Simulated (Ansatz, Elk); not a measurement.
## Bonding as seen by X-rays: Ca3TlP

The structure of Ca3TlP used here is made up (a known structure type with other elements) and was relaxed beforehand with r2SCAN. The aim is the Fourier transform of its all-electron density, F(hkl), set beside the sum over free spherical atoms that refinements use.

Method: DFT, PBE, all-electron APW+lo, Dirac cores, scalar-relativistic bands, static density, no spin, in Elk 11.2.3 (patched build).

This account leaves out most program logs.

The structure was built from a prototype and need not be the compound's stable phase.

### Step 1. The starting structure

The structure is cubic, space group Pm-3m (No. 221). Conventional cell: a = 5.474 Å, b = 5.474 Å, c = 5.474 Å, α = 90.00°, β = 90.00°, γ = 90.00°. Tl has 12 Ca at 3.87 Å nearest. Nearest to Ca lie 2 P at 2.74 Å and 8 Ca at 3.87 Å and 4 Tl at 3.87 Å. Nearest to P lie 6 Ca at 2.74 Å. Farther neighbours are not listed.

### Step 2. Ground state and structure factors

An all-electron density is needed, since X-rays see the cores too. Task 0 finds the density and task 195 Fourier-transforms it; tshift is off so that phases refer to the origin typed.

Input file elk.in:

```
tasks
  0
  195

xctype
  20

spinpol
  .false.

rgkmax
  7.0

gmaxvr
  14.0

lmaxo
  7

lmaxapw
  8

swidth
  0.002

tshift
  .false.

ramdisk
  .false.

hmaxvr
  5.5

maxscl
  120

epspot
  1e-06

sppath
  './'

avec
  10.34347347556 0.00000000000 0.00000000000
  0.00000000000 10.34347347556 0.00000000000
  0.00000000000 0.00000000000 10.34347347556

atoms
  3
  'Tl.in'
  1
  -0.0000000000 0.0000000000 0.0000000000   0.000000 0.000000 0.000000
  'Ca.in'
  3
  0.0000000000 0.5000000000 0.5000000000   0.000000 0.000000 0.000000
  0.5000000000 -0.0000000000 0.5000000000   0.000000 0.000000 0.000000
  0.5000000000 0.5000000000 -0.0000000000   0.000000 0.000000 0.000000
  'P.in'
  1
  0.5000000000 0.5000000000 0.5000000000   0.000000 0.000000 0.000000

ngridk
  4 4 4
```

On the command line:

```
$ OMP_NUM_THREADS=4 elk
```

It took 35 s on 4 threads of Arm Neoverse V1, shared host; peak memory 0.23 GiB; 62 s of CPU time.

SFACRHO.OUT:

```text

h k l indices transformed by vhmat matrix:
   1.000000000       0.000000000       0.000000000    
   0.000000000       1.000000000       0.000000000    
   0.000000000       0.000000000       1.000000000    

      h      k      l  multipl.   |H|            Re(F)            Im(F)           |F|

      0      0      0      1   0.0000000       156.00000      0.91519820E-16   156.00000    
      1      0      0      6  0.60745409       45.881569      0.54643337E-14   45.881569    
      0     -1     -1     12  0.85906982       70.729196      0.25396905E-14   70.729196    
     -1     -1     -1      8   1.0521414       107.17873      0.75313981E-14   107.17873    
      0      2      0      6   1.2149082       125.65171     -0.97158405E-14   125.65171    
     -1     -2      0     24   1.3583086       43.836475     -0.71725859E-14   43.836475    
      1     -1     -2     24   1.4879526       62.728873      0.32577352E-14   62.728873    
      0     -2      2     12   1.7181396       111.58909      0.52161556E-14   111.58909    
     -1      2     -2     24   1.8223623       41.668340     -0.30811418E-14   41.668340    
     -3      0      0      6   1.8223623       41.569915     -0.12538073E-13   41.569915    
      0     -1      3     24   1.9209385       58.410687     -0.20388679E-14   58.410687    
     -3      1      1     24   2.0146973       87.233156      0.19018492E-14   87.233156    
     -2     -2      2      8   2.1042827       102.04360      0.13059759E-13   102.04360    
      3      0     -2     24   2.1902069       39.540462      0.17714154E-13   39.540462    
     -1     -2      3     48   2.2728851       55.205101     -0.70929724E-14   55.205101    
      0      0      4      6   2.4298164       95.063773     -0.14161867E-13   95.063773    
     -1      0      4     24   2.5045974       37.748046      0.42019046E-15   37.748046    
     -3     -2      2     24   2.5045974       37.770920     -0.12403332E-13   37.770920
```

Elk indexes on the primitive cell of elk.in and gives |H| = 4π sin θ/λ in inverse bohr. Below, one row stands for each form hkl of the conventional cell (m members, Friedel mates merged), F is for one primitive cell and the density is static (no thermal factor). Free-atom factors are Waasmaier and Kirfel's, and R is Σm||F|−|F'||/Σm|F|.

```
hkl   m  sin θ/λ (Å⁻¹)  abs F, DFT  neutral atoms   diff.
100   6          0.091      45.882         46.349  -0.468
110  12          0.129      70.729         70.454  +0.275
111   8          0.158     107.179        107.296  -0.117
200   6          0.183     125.652        125.341  +0.311
210  24          0.204      43.837         44.069  -0.232
211  24          0.224      62.729         63.066  -0.337
220  12          0.258     111.589        111.578  +0.011
221  24          0.274      41.668         41.631  +0.037
300   6          0.274      41.570         41.631  -0.061
310  24          0.289      58.411         58.569  -0.159
311  24          0.303      87.233         87.094  +0.139
222   8          0.316     102.044        102.122  -0.078
320  24          0.329      39.541         39.548  -0.008
321  48          0.342      55.205         55.304  -0.099
```

### Step 3. The highest occupied states alone

An energy window below the Fermi level keeps the highest occupied states, to see at which angles they scatter; shallow core shells can lie inside it and anion s states outside. No new self-consistency is needed.

Edit elk.in of step 2 so:

```diff
@@ -1,3 +1,2 @@
 tasks
-  0
   195
@@ -40,2 +39,5 @@
 
+wsfac
+  -0.234120 0.433370
+
 sppath
```

On the command line:

```
$ OMP_NUM_THREADS=4 elk
```

Run time: 22 s. Hardware: 4 threads; peak memory 0.19 GiB; 24 s of CPU time.

States within 10 eV below the Fermi level hold 14.00 electrons; any levels below the window count with the cores. Their amplitudes can exceed the total, where window and core parts have opposite phase:

```
hkl  sin θ/λ (Å⁻¹)  abs F, window  abs F, all
100          0.091          2.847      45.882
110          0.129          3.666      70.729
111          0.158          1.349     107.179
200          0.183          1.880     125.652
210          0.204          0.975      43.837
211          0.224          0.408      62.729
220          0.258          0.405     111.589
221          0.274          0.239      41.668
300          0.274          0.337      41.570
310          0.289          0.167      58.411
```

### Step 4. Another functional

The difference from free atoms is small, so it is set against the change that PBEsol makes.

Edit elk.in of step 3 so:

```diff
@@ -1,2 +1,3 @@
 tasks
+  0
   195
@@ -4,3 +5,3 @@
 xctype
-  20
+  22
 
@@ -39,5 +40,2 @@
 
-wsfac
-  -0.234120 0.433370
-
 sppath
```

On the command line:

```
$ OMP_NUM_THREADS=4 elk
```

Wall time 36 s (4 threads); peak memory 0.24 GiB; 62 s of CPU time.

Against the first run R = 0.01 %; the largest change is -0.039 at 200.

### Step 5. A coarser k-mesh

About half the k-points along each axis test the sampling.

Edit elk.in of step 4 so:

```diff
@@ -5,3 +5,3 @@
 xctype
-  22
+  20
 
@@ -63,2 +63,2 @@
 ngridk
-  4 4 4
+  2 2 2
```

On the command line:

```
$ OMP_NUM_THREADS=4 elk
```

Elapsed: 32 s, on 4 threads; peak memory 0.24 GiB.

Against the first run R = 0.01 %; the largest change is -0.069 at 200.

### Step 6. Settings against the effect

```
          run  R against the first run (%)  R against neutral atoms, low angle (%)  wall time
PBE, rgkmax 7                         0.00                                    0.30       35 s
       PBEsol                         0.01                                    0.29       36 s
 k-mesh 2×2×2                         0.01                                    0.31       32 s
```

### Step 7. Summary of results

| Quantity | Value |
| --- | --- |
| R against neutral atoms, sin θ/λ < 0.3 Å⁻¹ | 0.30 % |
| R against neutral atoms, 0.3 to 0.82 Å⁻¹ | 0.09 % |

In words: Independent neutral atoms miss the calculated amplitudes by R = 0.30 % below 0.3 Å⁻¹ and 0.09 % from there to 0.82 Å⁻¹; by shells, 0.54 % below 0.15 Å⁻¹ (2 forms), 0.27 % 0.15 to 0.3 (8 forms), 0.07 % 0.3 to 0.45 (14 forms), 0.09 % above 0.45 (85 forms). Bonding, aspherical density and the tables' own atoms all enter these figures, and the runs don't part them. The largest change of an amplitude is -0.47 electrons, at 100. The window's part falls from 14.0 electrons at the origin to at most 0.17 between 0.45 and 0.82 Å⁻¹. Below 0.3 Å⁻¹ the changes that finished (PBEsol and k-mesh 2×2×2) move F by R = 0.03 % at most, against the 0.30 % that separates it from free atoms. The basis has no finished test. Spin-orbit coupling is left out, which can matter for elements this heavy. Part of the difference isn't bonding: the tables are fits to free atoms and ions calculated by other methods than this functional. Thermal motion, anomalous dispersion and extinction are left out.

[Logs are printed without paths, hosts, clocks, repeated set-up lines and the standing remarks that a program may print on its own settings, such as how far it seeks lower states.]

[Hosts, paths, dates, database ids (printed as entryN), source tags and the programs' standing remarks are cut or masked in the printed files.]
